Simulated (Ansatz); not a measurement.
# Monolayer T-PtS2 in a field along the normal: induced dipole (PBEsol)

A gate puts a field across monolayer T-PtS2. How large is the induced dipole, and what happens to the gap?

All values are computed: Ansatz 0.2.0, PBEsol, plane waves, no spin–orbit coupling; sawtooth field with a dipole correction, atoms held at their zero-field places, cell area 10.87 Å². The field is the one in the vacuum. Energy changes count from the zero-field run.

| field (V/Å) | dipole (e·Å) | energy change (meV) | gap on the path (eV) |
| --- | --- | --- | --- |
| 0.05 | 0.013 | -0.3 | 1.77 |
| 0.1 | 0.026 | -1.3 | 1.77 |
| 0.2 | ? | ? | ? |
| 0.3 | 0.079 | -11.9 | 1.77 |
| 0.4 | 0.106 | -21.1 | 1.77 |

**Fit.** A least-squares line through the shown values, as rounded, is dipole = -0.001 + 0.266 × field (V/Å); it misses them by 0.001 e·Å at most. The fit misses the rows by 0.000 e·Å on average, and their plain mean by 0.037 e·Å, so the fit does better. The slope is the electronic polarisability of the cell, α = 0.266 e·Å²/V. It also sets the energy, −αF²/2 for a sheet without a dipole of its own: -21.3 meV at 0.4 V/Å. From the weakest to the strongest field the gap on the path changes by +0.00 eV.

**The withheld row.** The prediction is -0.001 + 0.266 × (0.2) = 0.052 e·Å. The run gave dipole 0.053 e·Å, energy change -5.3 meV, gap on the path 1.77 eV. The miss in dipole is +0.001 e·Å, within the scatter of the fitted rows. The mean of the shown rows would have missed by -0.003 e·Å.

Ions don't move, so the lattice part of the screening is missing; semilocal functionals overestimate polarisabilities somewhat.
